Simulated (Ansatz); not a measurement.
# Mo(100) with 4 thermally displaced layers, 2x2: scattering by thermal displacements, part 2 of 2

Aim: the resistivity of Mo at 300 K from frozen thermal displacements between perfect leads. The measured value for the pure metal at this temperature is 5.52 µΩ cm (CRC Handbook of Chemistry and Physics, 84th ed., 2003, Electrical Resistivity of Pure Metals).

Ansatz 0.2.0; Ansatz plane-wave DFT, PBE, PAW files; ballistic transport by layer matching (Landauer), zero bias; PAW set soft_1.

So far, open channels per spin nearest the Fermi level: step 2 (with 4 displaced layers) 6.78.

## (4) With 12 displaced layers

Each atom of 12 layers is moved at random, by amounts drawn from a normal law 0.0488 Å wide in each direction from the Debye model (450 K) at 300 K. A fresh draw is used; the growth of the resistance with length is what counts.

System of this step: Mo(100) with 12 thermally displaced layers, 2x2. The cell holds 88 atoms: 88 Mo. Its edges and angles: a = 6.294 Å, b = 6.294 Å, c = 34.617 Å, α = 90.0°, β = 90.0°, γ = 90.0°. It derives from Mo. Regions: lead, 40 atoms (40 Mo); scattering region, 48 atoms (48 Mo). The structure is stacked along c, and the current runs across the ab planes.

input.yaml

```yaml
crystal:
  lattice:
    - [6.294, 0.0, 0.0]
    - [0.0, 6.294, 0.0]
    - [0.0, 0.0, 34.617]
  atoms:
    - { symbol: Mo, position: [0.0, 0.0, 0.0227272727] }
    - { symbol: Mo, position: [0.0, 0.5, 0.0227272727] }
    - { symbol: Mo, position: [0.5, 0.0, 0.0227272727] }
    - { symbol: Mo, position: [0.5, 0.5, 0.0227272727] }
    - { symbol: Mo, position: [0.25, 0.25, 0.0681818182] }
    - { symbol: Mo, position: [0.25, 0.75, 0.0681818182] }
    - { symbol: Mo, position: [0.75, 0.25, 0.0681818182] }
    - { symbol: Mo, position: [0.75, 0.75, 0.0681818182] }
    - { symbol: Mo, position: [0.0, 0.0, 0.1136363636] }
    - { symbol: Mo, position: [0.0, 0.5, 0.1136363636] }
    - { symbol: Mo, position: [0.5, 0.0, 0.1136363636] }
    - { symbol: Mo, position: [0.5, 0.5, 0.1136363636] }
    - { symbol: Mo, position: [0.25, 0.25, 0.1590909091] }
    - { symbol: Mo, position: [0.25, 0.75, 0.1590909091] }
    - { symbol: Mo, position: [0.75, 0.25, 0.1590909091] }
    - { symbol: Mo, position: [0.75, 0.75, 0.1590909091] }
    - { symbol: Mo, position: [0.0, 0.0, 0.2045454545] }
    - { symbol: Mo, position: [0.0, 0.5, 0.2045454545] }
    - { symbol: Mo, position: [0.5, 0.0, 0.2045454545] }
    - { symbol: Mo, position: [0.5, 0.5, 0.2045454545] }
    - { symbol: Mo, position: [0.2457528653, 0.2492818379, 0.2503549157] }
    - { symbol: Mo, position: [0.2473708436, 0.7350758317, 0.24989804] }
    - { symbol: Mo, position: [0.7517482603, 0.2584134951, 0.2508151162] }
    - { symbol: Mo, position: [0.745007177, 0.7443848524, 0.2528360842] }
    - { symbol: Mo, position: [0.0058700903, 0.0142085354, 0.2984582714] }
    - { symbol: Mo, position: [0.9936532063, 0.5029889666, 0.2961008211] }
    - { symbol: Mo, position: [0.5043415405, 0.0042041441, 0.2957395572] }
    - { symbol: Mo, position: [0.5013509161, 0.4883434206, 0.2952212359] }
    - { symbol: Mo, position: [0.2441998744, 0.2509782008, 0.3402495852] }
    - { symbol: Mo, position: [0.2547985601, 0.7563544901, 0.3413445224] }
    - { symbol: Mo, position: [0.7524528714, 0.2507210918, 0.3402774416] }
    - { symbol: Mo, position: [0.748723779, 0.7461547169, 0.3414563731] }
    - { symbol: Mo, position: [0.0001094936, 0.0045097286, 0.3844894878] }
    - { symbol: Mo, position: [0.0068874981, 0.4940829088, 0.3853278815] }
    - { symbol: Mo, position: [0.498468213, 0.9956291931, 0.3867742882] }
    - { symbol: Mo, position: [0.495545559, 0.4917028616, 0.3851705741] }
    - { symbol: Mo, position: [0.260178528, 0.2503433616, 0.4301713012] }
    - { symbol: Mo, position: [0.2500649929, 0.7379287763, 0.4343424868] }
    - { symbol: Mo, position: [0.7381729109, 0.2537142224, 0.4325850027] }
    - { symbol: Mo, position: [0.7387506615, 0.7523295822, 0.4332247606] }
    - { symbol: Mo, position: [0.0036275066, 0.0020249964, 0.4786114925] }
    - { symbol: Mo, position: [0.0012483173, 0.5026100288, 0.477093992] }
    - { symbol: Mo, position: [0.5049016265, 0.992696626, 0.478389563] }
    - { symbol: Mo, position: [0.4960798085, 0.491538577, 0.4777879357] }
    - { symbol: Mo, position: [0.2631341574, 0.2574608179, 0.5219999137] }
    - { symbol: Mo, position: [0.2554156328, 0.7464761898, 0.5225523349] }
    - { symbol: Mo, position: [0.7506945731, 0.232022736, 0.5229975584] }
    - { symbol: Mo, position: [0.7420121653, 0.7445894958, 0.5206475451] }
    - { symbol: Mo, position: [0.9882343548, 0.9926820387, 0.5693463792] }
    - { symbol: Mo, position: [0.0129253537, 0.4998044557, 0.5697218633] }
    - { symbol: Mo, position: [0.4979520057, 0.9851666796, 0.5683932857] }
    - { symbol: Mo, position: [0.503457394, 0.49667474, 0.568608126] }
    - { symbol: Mo, position: [0.2544419618, 0.2433015779, 0.611553189] }
    - { symbol: Mo, position: [0.248283483, 0.7483625664, 0.6131389083] }
    - { symbol: Mo, position: [0.7576591818, 0.2633873301, 0.6130486548] }
    - { symbol: Mo, position: [0.755422049, 0.7572998593, 0.6146423191] }
    - { symbol: Mo, position: [0.0081265275, 0.9969801974, 0.6601344561] }
    - { symbol: Mo, position: [0.0157061799, 0.5062349363, 0.658216507] }
    - { symbol: Mo, position: [0.5047147083, 0.0097937016, 0.6596113893] }
    - { symbol: Mo, position: [0.4956290681, 0.511971409, 0.6573280279] }
    - { symbol: Mo, position: [0.2539056334, 0.2498745079, 0.7028617081] }
    - { symbol: Mo, position: [0.2594606407, 0.7526989547, 0.7028996066] }
    - { symbol: Mo, position: [0.7546682826, 0.2466515908, 0.7018614423] }
    - { symbol: Mo, position: [0.7446553893, 0.7520446645, 0.7054421566] }
    - { symbol: Mo, position: [0.0012844729, 0.0003503957, 0.7506629528] }
    - { symbol: Mo, position: [0.9983632214, 0.5091309586, 0.7502096691] }
    - { symbol: Mo, position: [0.5022802796, 0.0041955851, 0.7485087917] }
    - { symbol: Mo, position: [0.4944977307, 0.5118589048, 0.7504729756] }
    - { symbol: Mo, position: [0.25, 0.25, 0.7954545455] }
    - { symbol: Mo, position: [0.25, 0.75, 0.7954545455] }
    - { symbol: Mo, position: [0.75, 0.25, 0.7954545455] }
    - { symbol: Mo, position: [0.75, 0.75, 0.7954545455] }
    - { symbol: Mo, position: [0.0, 0.0, 0.8409090909] }
    - { symbol: Mo, position: [0.0, 0.5, 0.8409090909] }
    - { symbol: Mo, position: [0.5, 0.0, 0.8409090909] }
    - { symbol: Mo, position: [0.5, 0.5, 0.8409090909] }
    - { symbol: Mo, position: [0.25, 0.25, 0.8863636364] }
    - { symbol: Mo, position: [0.25, 0.75, 0.8863636364] }
    - { symbol: Mo, position: [0.75, 0.25, 0.8863636364] }
    - { symbol: Mo, position: [0.75, 0.75, 0.8863636364] }
    - { symbol: Mo, position: [0.0, 0.0, 0.9318181818] }
    - { symbol: Mo, position: [0.0, 0.5, 0.9318181818] }
    - { symbol: Mo, position: [0.5, 0.0, 0.9318181818] }
    - { symbol: Mo, position: [0.5, 0.5, 0.9318181818] }
    - { symbol: Mo, position: [0.25, 0.25, 0.9772727273] }
    - { symbol: Mo, position: [0.25, 0.75, 0.9772727273] }
    - { symbol: Mo, position: [0.75, 0.25, 0.9772727273] }
    - { symbol: Mo, position: [0.75, 0.75, 0.9772727273] }
kpoints:
  mp_grid: { grid: [4, 4, 1] }
hamiltonian:
  xc: pbe
  pseudopotentials: { kind: paw, azcp: { folder: soft_1 } }
scf:
  occupations: { method: fermi_dirac, width: 0.1 }
output:
  transmission: { leads: [[0, 4]], kmesh: [8, 8], e_range: [-0.05, 0.05], de: 0.05 }
  write_potential: true
  write_density: true
  volumetric_format: npy
```

Command:

```console
$ ansatz run input.yaml --threads 4 --pin off --max-ram 15360MiB --backend cpu --events-out ev --progress --plain --runs-dir out
```

Numbers of over 12 decimals in the logs are rounded to 6 here.

Log:

```text
[...]
Crystal: 88 atoms, lattice volume = 1371.333 Å³
Basis set: ecut = 420 eV, 26839 PW (Γ)
Bands: 740, of which v1, the nominal top of the filled ones, is band 616 counted from 1 (615 counted from 0)
Symmetry: 1 space group operations
[...]
k-points: 10 of 16 (time reversal used)
[...]
SCF iter   1: F=—  HF=-436185.526921 eV  |F-HF|=—  |Δ(HF+E_count)|=         —  Δρ=1.06e-1  dr2=1.57e2  ethr=3.10e-3  ⟨swp⟩=4.4  Hψ=26791  notcnv=0
[...]
SCF iter   8: F=-436131.345461 eV  HF=-436131.345461 eV  |F-HF|=3.82e-8  |Δ(HF+E_count)|=   3.38e-8  Δρ=1.06e-6  dr2=4.60e-8  ethr=8.12e-12  ⟨swp⟩=7.0  Hψ=17244  notcnv=0
SCF 1 converged in 8 iterations: F = -436131.345461 eV  dr2 = 4.60e-8
[...]
transmission: 237 of 2346 steps passed
transmission: 471 of 2346 steps passed
[...]
transmission: 2346 of 2346 steps passed
SCF converged after 8 iterations
Free energy (F): -436131.345461 eV
[...]
Internal energy: -436129.182631 eV  (E = F + TS)
E sigma→0 (E₀):  -436130.264046 eV
Entropy (-TS):   -2.162831 eV (-24.578 meV/atom)
Fermi energy:    21.129949 eV
[...]
--- Band table (eV; the first three rows and the last of 10) ---
  k-point 0: bands = [... 612 lower, 21.1074, 21.1233, 21.1255, 21.1316, 21.1422, 21.1657, 21.3098, 21.3237, ... 120 higher]
  k-point 1: bands = [... 612 lower, 21.0788, 21.0970, 21.1055, 21.1086, 21.1180, 21.1355, 21.1593, 21.1755, ... 120 higher]
  k-point 2: bands = [... 612 lower, 21.0514, 21.0617, 21.0918, 21.1092, 21.1669, 21.1985, 21.3007, 21.3177, ... 120 higher]
  k-point 9: bands = [... 612 lower, 20.3435, 20.3687, 20.4111, 20.4334, 21.3939, 21.4260, 21.4614, 21.4751, ... 120 higher]
--- Transmission ---
  basis      : 349 plane waves across, 69 finite elements along
  points     : 34, standing for a mesh of 8 x 8
[...]
channels       : 6.593750e0 a spin
[...]
slowest decay  : 0.0449 /Å at (0.5000, 0.3750)
  junction   : crystal 0 to crystal 0, 0.70 to 33.74 Å
    transmission   : 5.264848e0 a spin
[...]
```

Wall time 21 min (4 threads of Arm Neoverse V2, shared host); peak memory 8.2 GiB.

Numbers from this step:

| Property | Result |
| --- | --- |
| free energy | -436131.3455 eV |
| energy at zero smearing | -436130.2640 eV |
| Fermi energy | 21.13 eV |
| transmission per spin nearest the Fermi level | 5.265 |
| step of the lead's potential | 4.3 meV |

Per spin. The transmission, zone mean by energy, zero at the Fermi level:

| energy (eV) | transmission, zone mean |
| --- | --- |
| -0.0500 | 5.27 |
| 0.0000 | 5.26 |
| 0.0500 | 5.43 |

Over the solved energies the transmission per spin lies between 5.26 and 5.43, out of 6.64 channels of the lead on average (up to 6.78).

## (5) The fit

This step: Ansatz plane-wave DFT, PBE, PAW files; ballistic transport by layer matching (Landauer), zero bias; resistivity from the slope of the area resistance; PAW set soft_1 (Ansatz 0.2.0).

Numbers from this step:

| Item | Value |
| --- | --- |
| resistivity | 11.28 µΩ cm |
| intercept | -0.01245 fΩ m² |
| scatter about the fit | 0.01389 fΩ m² |

Resistance, by row:

| run | length (Å) | T | channels N | RA (fΩ m²) |
| --- | --- | --- | --- | --- |
| n4 | 6.294 | 6.333 | 6.74 | 0.04872 |
| n8 | 12.59 | 5.53 | 6.594 | 0.1492 |
| n12 | 18.88 | 5.319 | 6.635 | 0.1907 |

Area resistance against length of the displaced region:

| length of the displaced region (Å) | area resistance (fΩ m²) |
| --- | --- |
| 6.29 | 0.0487 |
| 12.59 | 0.149 |
| 18.88 | 0.191 |

The area resistance goes from 0.049 to 0.19 fΩ m² between 6.3 and 18.9 Å, a slope of 11 µΩ cm.

By hand from the end points: (0.1907 − 0.04872) fΩ m² / (18.88 − 6.29) Å = 11 µΩ cm, since 1 fΩ m² per Å is 1000 µΩ cm.

## (6) Summary of results

| Item | Value |
| --- | --- |
| resistivity from the slope | 11.3 µΩ cm |
| area resistance over 6.29 Å | 0.0487 fΩ m² |
| area resistance over 12.6 Å | 0.149 fΩ m² |
| area resistance over 18.9 Å | 0.191 fΩ m² |

In words: The slope gives 11 µΩ cm. The points scatter by 0.014 fΩ m² about the line, with one random draw a length in a 2x2 cell, so the slope is a rough value. The mean square of the displacements drawn is 0.75, 0.94 and 0.81 of the nominal one at the three lengths; with each resistance scaled back by that, the slope is 14 µΩ cm, the value used below. The lead's own channel count moves between the runs (6.74, 6.59 and 6.64), which shifts RA and the slope too. Read with a model of isotropic scattering on a spherical Fermi surface and the lead's 1.3×10¹⁵ S/m², this slope means a mean free path near 46 Å; over these lengths the model's slope is 1.10 times its bulk resistivity, which would be 12 µΩ cm. Uncorrelated displacements put too much weight on short waves, which scatter strongly; with the sideways repeat of a small cell, one draw and three short lengths, the method is good to a factor of two or three. The measured value is 5.52 µΩ cm (CRC Handbook of Chemistry and Physics, 84th ed., 2003, Electrical Resistivity of Pure Metals); the scaled slope is 2.5 times that and the corrected value 2.2: clearly high.

[Logs are printed without paths, hosts, clocks, repeated set-up lines and the standing remarks that a program may print on its own settings, such as how far it seeks lower states.]

[Hosts, paths, dates, database ids (printed as entryN), source tags and the programs' standing remarks are cut or masked in the printed files.]
